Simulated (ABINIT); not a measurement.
Planning a run of ABINIT 10.8.3 on InF3 (R-3c). The input:

```
acell 3*1.0 Angstrom
rprim 
  2.602141182914 1.502346912402 4.907506134507
  -2.602141182914 1.502346912402 4.907506134507
  0.000000000000 -3.004693824873 4.907506134486
ntypat 2
znucl 49 9
natom 8
typat 1 1 2 2 2 2 2 2
xred 
  0.500000000000 0.500000000000 0.500000000000
  -0.000000000000 0.000000000000 0.000000000000
  0.395709220000 0.750000000000 0.104290780000
  0.750000000000 0.104290780000 0.395709220000
  0.895709220000 0.604290780000 0.250000000000
  0.250000000000 0.895709220000 0.604290780000
  0.604290780000 0.250000000000 0.895709220000
  0.104290780000 0.395709220000 0.750000000000
pp_dirpath "pseudos"
pseudos "In.upf, F.upf"
ecut 36
ngkpt 4 4 4
nshiftk 1
shiftk 0 0 0
kptopt 1
chksymbreak 0
istwfk *1
occopt 1
irdwfk 1
optdriver 4
nband 104
gwcalctyp 10
ecutsigx 36
symsigma 1
nkptgw 13
kptgw 
  0.0000000000 0.0000000000 0.0000000000
  0.2500000000 0.0000000000 0.0000000000
  0.5000000000 0.0000000000 0.0000000000
  0.2500000000 0.2500000000 0.0000000000
  0.5000000000 0.2500000000 0.0000000000
  -0.2500000000 0.2500000000 0.0000000000
  0.5000000000 0.5000000000 0.0000000000
  0.2500000000 0.2500000000 0.2500000000
  0.5000000000 0.2500000000 0.2500000000
  -0.2500000000 0.2500000000 0.2500000000
  0.5000000000 0.5000000000 0.2500000000
  -0.2500000000 0.5000000000 0.2500000000
  0.5000000000 0.5000000000 0.5000000000
bdgw 
  25 50
  25 50
  25 50
  25 50
  25 50
  25 50
  25 50
  25 50
  25 50
  25 50
  25 50
  25 50
  25 50
ecuteps 3.3
irdscr 1
ppmodel 1
irdqps 1
indata_prefix "in"
outdata_prefix "out"
tmpdata_prefix "tmp"
```

```sh
OMP_NUM_THREADS=1 mpirun -n 8 abinit run.abi > log
```

**Question.** How long will it take on 8 MPI ranks of Arm Neoverse V2, shared host, and how much memory?

It took 8.5 min; on shared hardware allow 4.3 min to 17 min. Peak host memory was 12 GiB.

[Paths, hosts, dates, memory and timing lines, banners, echoed tables and standing remarks are left out of the program output.]

[Logs are printed without paths, hosts, clocks, repeated set-up lines and the standing remarks that a program may print on its own settings, such as how far it seeks lower states.]

[Runs of the session that timed out or met a known fault of the program may be left out.]

[Hosts, paths, dates, database ids (printed as entryN), source tags and the programs' standing remarks are cut or masked in the printed files.]

[G0W0 gaps are taken among the corrected bands and points alone; a level outside them can change the order at an edge.]

[Where Ansatz stands beside ABINIT at settings called matched, ABINIT's density can come from a denser mesh and the files from another edition; pairs whose starting gaps differed by over 0.03 eV were left out, so agreement reads better than it is.]
